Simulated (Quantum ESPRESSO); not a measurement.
# SiC (F-43m): phonons against volume, part 2 of 9

Aim: how the vibrations of SiC shift with volume, and the expansion that follows.

Quantum ESPRESSO 7.5; DFT LDA, scalar-relativistic, plane waves, GBRV ultrasoft pseudopotentials.

So far. Step 2 (A first coarse run): The start is under -4.5 GPa at this level and looks like an insulator or semiconductor on this mesh.

## (3) Relaxation

The vibrations must be taken about the equilibrium of this functional, not about the starting cell, so the structure is relaxed.

Contents of relax.in:

```
&control
   calculation = 'vc-relax'
   prefix = 'x'
   outdir = './tmp'
   pseudo_dir = './pseudo'
   tprnfor = .true.
   tstress = .true.
   forc_conv_thr = 2.0d-05
   etot_conv_thr = 1.0d-07
   nstep = 40
/
&system
   ibrav = 0
   nat = 2
   ntyp = 2
   ecutwfc = 34.0
   ecutrho = 204.0
   occupations = 'fixed'
   nbnd = 6
/
&electrons
   conv_thr = 1.0d-11
   mixing_beta = 0.7
   electron_maxstep = 100
/
&ions
/
&cell
   press_conv_thr = 0.1
/
ATOMIC_SPECIES
 Si     28.0850  Si.upf
 C      12.0110  C.upf
CELL_PARAMETERS angstrom
     0.000000000    2.179000000    2.179000000
     2.179000000    0.000000000    2.179000000
     2.179000000    2.179000000    0.000000000
ATOMIC_POSITIONS crystal
 Si     0.000000000   0.000000000   0.000000000
 C      0.250000000   0.250000000   0.250000000
K_POINTS automatic
 10 10 10 0 0 0
```

Started as:

```bash
$ OMP_NUM_THREADS=1 mpirun -n 8 pw.x -nk 8 -in relax.in > relax.out
```

Output:

```text
[banner, memory and clock lines left out]
Program PWSCF v.7.5

     Message from routine setup:
     using ibrav=0 with symmetry is DISCOURAGED, use correct ibrav instead

     G-vector sticks info

     bravais-lattice index     =            0
     lattice parameter (alat)  =       5.8233  a.u.
     unit-cell volume          =     139.6363 (a.u.)^3
     number of atoms/cell      =            2
     number of atomic types    =            2
     number of electrons       =         8.00
     number of Kohn-Sham states=            6
     kinetic-energy cutoff     =      34.0000  Ry
     charge density cutoff     =     204.0000  Ry
     scf convergence threshold =      1.0E-11
     mixing beta               =       0.7000
     number of iterations used =            8  plain     mixing
     energy convergence thresh.=      1.0E-07
     force convergence thresh. =      2.0E-05
     press convergence thresh. =      1.0E-01
     Exchange-correlation= SLA  PZ   NOGX NOGC
                           (   1   1   0   0   0   0   0)
     nstep                     =           40

     celldm(1)=   5.823326  celldm(2)=   0.000000  celldm(3)=   0.000000
     celldm(4)=   0.000000  celldm(5)=   0.000000  celldm(6)=   0.000000

     crystal axes: (cart. coord. in units of alat)
               a(1) = (   0.000000   0.707107   0.707107 )
               a(2) = (   0.707107   0.000000   0.707107 )
               a(3) = (   0.707107   0.707107   0.000000 )

     reciprocal axes: (cart. coord. in units 2 pi/alat)
               b(1) = ( -0.707107  0.707107  0.707107 )
               b(2) = (  0.707107 -0.707107  0.707107 )
               b(3) = (  0.707107  0.707107 -0.707107 )

     PseudoPot. # 1 for Si read from file:
     ./pseudo/Si.upf
     Pseudo is Ultrasoft + core correction, Zval =  4.0
     Using radial grid of  899 points,  6 beta functions with:
                l(1) =   0
                l(2) =   0
                l(3) =   1
                l(4) =   1
                l(5) =   2
                l(6) =   2
     Q(r) pseudized with  8 coefficients,  rinner =    0.900   0.900   0.900
                                                       0.900   0.900

     PseudoPot. # 2 for C  read from file:
     ./pseudo/C.upf
     Pseudo is Ultrasoft + core correction, Zval =  4.0
     Using radial grid of  721 points,  4 beta functions with:
                l(1) =   0
                l(2) =   0
                l(3) =   1
                l(4) =   1
     Q(r) pseudized with  8 coefficients,  rinner =    1.100   1.100   1.100

     atomic species   valence    mass     pseudopotential
     Si                4.00    28.08500     Si( 1.00)
     C                 4.00    12.01100     C ( 1.00)

     24 Sym. Ops. (no inversion) found

   Cartesian axes

     site n.     atom                  positions (alat units)
         1        Si     tau(   1) = (   0.0000000   0.0000000   0.0000000  )
         2        C      tau(   2) = (   0.3535534   0.3535534   0.3535534  )

     number of k points=    47
                       cart. coord. in units 2pi/alat
        k(    1) = (   0.0000000   0.0000000   0.0000000), wk =   0.0020000
        k(    2) = (   0.0707107   0.0707107  -0.0707107), wk =   0.0160000
        k(    3) = (   0.1414214   0.1414214  -0.1414214), wk =   0.0160000
        k(    4) = (   0.2121320   0.2121320  -0.2121320), wk =   0.0160000
        k(    5) = (   0.2828427   0.2828427  -0.2828427), wk =   0.0160000
        k(    6) = (  -0.3535534  -0.3535534   0.3535534), wk =   0.0080000
        k(    7) = (   0.1414214  -0.0000000   0.0000000), wk =   0.0120000
        k(    8) = (   0.2121320   0.0707107  -0.0707107), wk =   0.0480000
        k(    9) = (   0.2828427   0.1414214  -0.1414214), wk =   0.0480000
        k(   10) = (   0.3535534   0.2121320  -0.2121320), wk =   0.0480000
        k(   11) = (  -0.2828427  -0.4242641   0.4242641), wk =   0.0480000
        k(   12) = (  -0.2121320  -0.3535534   0.3535534), wk =   0.0480000
        k(   13) = (  -0.1414214  -0.2828427   0.2828427), wk =   0.0480000
        k(   14) = (  -0.0707107  -0.2121320   0.2121320), wk =   0.0480000
        k(   15) = (   0.0000000  -0.1414214   0.1414214), wk =   0.0240000
        k(   16) = (   0.2828427  -0.0000000   0.0000000), wk =   0.0120000
[...]
Dense  grid:     6855 G-vectors     FFT dimensions: (  27,  27,  27)

     Smooth grid:     3719 G-vectors     FFT dimensions: (  24,  24,  24)

     Initial potential from superposition of free atoms

     starting charge       7.9994, renormalised to       8.0000
     Starting wfcs are    8 randomized atomic wfcs

     per-process dynamical memory:    14.1 Mb

     Self-consistent Calculation

     iteration #  1     ecut=    34.00 Ry     beta= 0.70
     Davidson diagonalization with overlap
     ethr =  1.00E-02,  avg # of iterations =  3.0

     total energy              =     -21.03217946 Ry
     estimated scf accuracy    <       0.45425854 Ry

     iteration #  2     ecut=    34.00 Ry     beta= 0.70
     Davidson diagonalization with overlap
     ethr =  5.68E-03,  avg # of iterations =  2.0

     total energy              =     -21.17342557 Ry
     estimated scf accuracy    <       0.16982452 Ry

     iteration #  3     ecut=    34.00 Ry     beta= 0.70
     Davidson diagonalization with overlap
     ethr =  2.12E-03,  avg # of iterations =  1.9

     total energy              =     -21.19825417 Ry
     estimated scf accuracy    <       0.00209118 Ry

     iteration #  4     ecut=    34.00 Ry     beta= 0.70
     Davidson diagonalization with overlap
     ethr =  2.61E-05,  avg # of iterations =  4.5

     total energy              =     -21.19917022 Ry
     estimated scf accuracy    <       0.00098720 Ry

     iteration #  5     ecut=    34.00 Ry     beta= 0.70
     Davidson diagonalization with overlap
     ethr =  1.23E-05,  avg # of iterations =  2.1

     total energy              =     -21.19943932 Ry
     estimated scf accuracy    <       0.00005837 Ry

     iteration #  6     ecut=    34.00 Ry     beta= 0.70
     Davidson diagonalization with overlap
     ethr =  7.30E-07,  avg # of iterations =  2.8

     total energy              =     -21.19944863 Ry
     estimated scf accuracy    <       0.00000195 Ry

     iteration #  7     ecut=    34.00 Ry     beta= 0.70
     Davidson diagonalization with overlap
     ethr =  2.43E-08,  avg # of iterations =  3.7

     total energy              =     -21.19945024 Ry
     estimated scf accuracy    <       0.00000039 Ry

     iteration #  8     ecut=    34.00 Ry     beta= 0.70
     Davidson diagonalization with overlap
[...]
l(2) =   0
                l(3) =   1
                l(4) =   1
                l(5) =   2
                l(6) =   2
     Q(r) pseudized with  8 coefficients,  rinner =    0.900   0.900   0.900
                                                       0.900   0.900

     PseudoPot. # 2 for C  read from file:
     ./pseudo/C.upf
     Pseudo is Ultrasoft + core correction, Zval =  4.0
     Using radial grid of  721 points,  4 beta functions with:
                l(1) =   0
                l(2) =   0
                l(3) =   1
                l(4) =   1
     Q(r) pseudized with  8 coefficients,  rinner =    1.100   1.100   1.100

     atomic species   valence    mass     pseudopotential
     Si                4.00    28.08500     Si( 1.00)
     C                 4.00    12.01100     C ( 1.00)

     24 Sym. Ops. (no inversion) found

   Cartesian axes

     site n.     atom                  positions (alat units)
         1        Si     tau(   1) = (   0.0000000   0.0000000  -0.0000000  )
         2        C      tau(   2) = (   0.3511564   0.3511564   0.3511564  )

     number of k points=    47
                       cart. coord. in units 2pi/alat
[...]
k(   40) = (   0.0000000  -0.2847734   0.4271601), wk =   0.0480000
        k(   41) = (  -0.1423867  -0.5695468   0.7119335), wk =   0.0480000
        k(   42) = (  -0.0711934  -0.4983535   0.6407402), wk =   0.0960000
        k(   43) = (  -0.0000000  -0.4271601   0.5695468), wk =   0.0480000
        k(   44) = (  -0.7119335   0.1423867   0.0000000), wk =   0.0240000
        k(   45) = (  -0.1423867  -0.4271601   0.7119335), wk =   0.0480000
        k(   46) = (  -0.0711934  -0.3559668   0.6407402), wk =   0.0480000
        k(   47) = (  -0.7119335   0.2847734   0.0000000), wk =   0.0240000

     Dense  grid:     6735 G-vectors     FFT dimensions: (  27,  27,  27)

     Smooth grid:     3695 G-vectors     FFT dimensions: (  24,  24,  24)

     Initial potential from superposition of free atoms

     starting charge       7.9994, renormalised to       8.0000
     Starting wfcs are    8 randomized atomic wfcs

     per-process dynamical memory:    18.4 Mb

     Self-consistent Calculation

[...]
c_bands:  1 eigenvalues not converged
[...]
total energy              =     -21.19986033 Ry
[...]
iteration #  8     ecut=    34.00 Ry     beta= 0.70
     Davidson diagonalization with overlap
     ethr =  4.92E-09,  avg # of iterations =  2.0

     total energy              =     -21.19986041 Ry
     estimated scf accuracy    <          1.5E-09 Ry

     iteration #  9     ecut=    34.00 Ry     beta= 0.70
     Davidson diagonalization with overlap
     ethr =  1.85E-11,  avg # of iterations =  4.9

     total energy              =     -21.19986041 Ry
     estimated scf accuracy    <          1.7E-09 Ry

     iteration # 10     ecut=    34.00 Ry     beta= 0.70
     Davidson diagonalization with overlap
     ethr =  1.85E-11,  avg # of iterations =  2.0

     total energy              =     -21.19986041 Ry
     estimated scf accuracy    <          5.9E-12 Ry

     iteration # 11     ecut=    34.00 Ry     beta= 0.70
     Davidson diagonalization with overlap
     ethr =  1.00E-13,  avg # of iterations =  3.1

     total energy              =     -21.19986041 Ry
     estimated scf accuracy    <          1.3E-12 Ry

     iteration # 12     ecut=    34.00 Ry     beta= 0.70
     Davidson diagonalization with overlap
     ethr =  1.00E-13,  avg # of iterations =  2.0

     total energy              =     -21.19986041 Ry
     estimated scf accuracy    <          1.9E-12 Ry

     iteration # 13     ecut=    34.00 Ry     beta= 0.70
     Davidson diagonalization with overlap
     ethr =  1.00E-13,  avg # of iterations =  1.0

     total energy              =     -21.19986041 Ry
     estimated scf accuracy    <          3.1E-13 Ry

     iteration # 14     ecut=    34.00 Ry     beta= 0.70
     Davidson diagonalization with overlap
     ethr =  1.00E-13,  avg # of iterations =  1.0

     total energy              =     -21.19986041 Ry
     estimated scf accuracy    <          2.3E-13 Ry

     iteration # 15     ecut=    34.00 Ry     beta= 0.70
     Davidson diagonalization with overlap
     ethr =  1.00E-13,  avg # of iterations =  1.0

     End of self-consistent calculation

          k = 0.0000 0.0000 0.0000 (   459 PWs)   bands (ev):

[...]
k = 0.3560 0.2136-0.2136 (   455 PWs)   bands (ev):

[...]
k = 0.0000-0.1424 0.1424 (   469 PWs)   bands (ev):

[...]
k = 0.2848 0.0000-0.0000 (   463 PWs)   bands (ev):

[...]
k = 0.3560 0.0712-0.0712 (   461 PWs)   bands (ev):

[...]
k = 0.4272 0.1424-0.1424 (   452 PWs)   bands (ev):

[...]
k = 0.0000-0.2848 0.2848 (   453 PWs)   bands (ev):

[...]
k = 0.4272-0.0000 0.0000 (   456 PWs)   bands (ev):

[...]
k = 0.4984 0.0712-0.0712 (   457 PWs)   bands (ev):

[...]
k = 0.5695 0.0000-0.0000 (   452 PWs)   bands (ev):

[...]
k = 0.0000-0.5695 0.5695 (   462 PWs)   bands (ev):

[...]
k =-0.7119 0.0000 0.0000 (   460 PWs)   bands (ev):

[...]
k = 0.2848 0.1424 0.0000 (   469 PWs)   bands (ev):

[...]
k = 0.3560 0.2136-0.0712 (   459 PWs)   bands (ev):

[...]
k = 0.4272 0.1424-0.0000 (   455 PWs)   bands (ev):

[...]
k =-0.2136-0.4984 0.6407 (   458 PWs)   bands (ev):

[...]
k =-0.1424-0.4272 0.5695 (   455 PWs)   bands (ev):

[...]
k =-0.0712-0.3560 0.4984 (   459 PWs)   bands (ev):

[...]
k = 0.0000-0.2848 0.4272 (   461 PWs)   bands (ev):

[...]
k =-0.1424-0.5695 0.7119 (   457 PWs)   bands (ev):

[...]
k =-0.0712-0.4984 0.6407 (   453 PWs)   bands (ev):

[...]
k =-0.0000-0.4272 0.5695 (   451 PWs)   bands (ev):

    -0.9098   2.3452   3.7710   6.4118  13.7078  18.1516

          k =-0.7119 0.1424 0.0000 (   456 PWs)   bands (ev):

    -0.7210   1.8021   5.5918   5.6038  11.9641  14.8883

          k =-0.1424-0.4272 0.7119 (   459 PWs)   bands (ev):

    -1.3925   2.7083   4.5369   5.9377  14.3572  17.7426

          k =-0.0712-0.3560 0.6407 (   458 PWs)   bands (ev):

    -0.8272   2.3261   4.2073   5.5410  14.5858  18.0204

          k =-0.7119 0.2848 0.0000 (   454 PWs)   bands (ev):

    -0.5749   2.2879   4.5678   4.8026  14.1273  17.5383

     highest occupied, lowest unoccupied level (ev):     9.4763   10.7763

!    total energy              =     -21.19986041 Ry
     estimated scf accuracy    <          1.4E-14 Ry

     The total energy is the sum of the following terms:
     one-electron contribution =       5.71329143 Ry
     hartree contribution      =       2.29831109 Ry
     xc contribution           =      -8.13736416 Ry
     ewald contribution        =     -21.07409877 Ry

     convergence has been achieved in  15 iterations

     Forces acting on atoms (cartesian axes, Ry/au):

     atom    1 type  1   force =     0.00000000    0.00000000    0.00000000
     atom    2 type  2   force =     0.00000000    0.00000000    0.00000000

     Total force =     0.000000     Total SCF correction =     0.000000

     Computing stress (Cartesian axis) and pressure

          total   stress  (Ry/bohr**3)                   (kbar)     P=        0.21
   0.00000144   0.00000000   0.00000000            0.21        0.00        0.00
   0.00000000   0.00000144  -0.00000000            0.00        0.21       -0.00
   0.00000000  -0.00000000   0.00000144            0.00       -0.00        0.21

     XML data file, charge density, pseudopotentials, collected wavefunctions
```

Wall time 3.6 s (8 MPI ranks of Arm Neoverse V1, shared host).

Relaxation path:

| step | energy less that of the first step (eV) | largest force (eV/Å) | volume (Å³) |
| --- | --- | --- | --- |
| 1 | 0.0000 | 0.0000 | 20.69 |
| 2 | -0.0058 | 0.0000 | 20.22 |
| 3 | -0.0059 | 0.0000 | 20.28 |
| 4 | -0.0059 | 0.0000 | 20.27 |
| 5 | -0.0056 | 0.0000 | 20.27 |

```
conventional cell, symmetrised  before  after  change
                         a (Å)   4.358  4.328  -0.7 %
                         b (Å)   4.358  4.328  -0.7 %
                         c (Å)   4.358  4.328  -0.7 %
              volume (Å³/atom)   10.35  10.14  -2.0 %
```

The relaxed structure:

```
CELL_PARAMETERS angstrom
0.00000 2.16423 2.16423
2.16423 0.00000 2.16423
2.16423 2.16423 0.00000
ATOMIC_POSITIONS crystal
Si 0.00000 0.00000 0.00000
C 0.25000 0.25000 0.25000
```

Numbers from this step:

```
volume per atom   : 10.14 Å³
pressure          : 0.021 GPa
gap on the k-mesh : 1.300 eV
```

After the last step pw.x solved the final cell once more on a basis chosen for it, which moves the energy without moving the atoms.

(Continued in part 3 of 9.)

[Logs are printed without paths, hosts, clocks, repeated set-up lines and the standing remarks that a program may print on its own settings, such as how far it seeks lower states.]

[Hosts, paths, dates, database ids (printed as entryN), source tags and the programs' standing remarks are cut or masked in the printed files.]

[A step with changed settings may run another functional than the one named; its input shows which.]

[Of the runs on displaced cells, only some may be shown.]
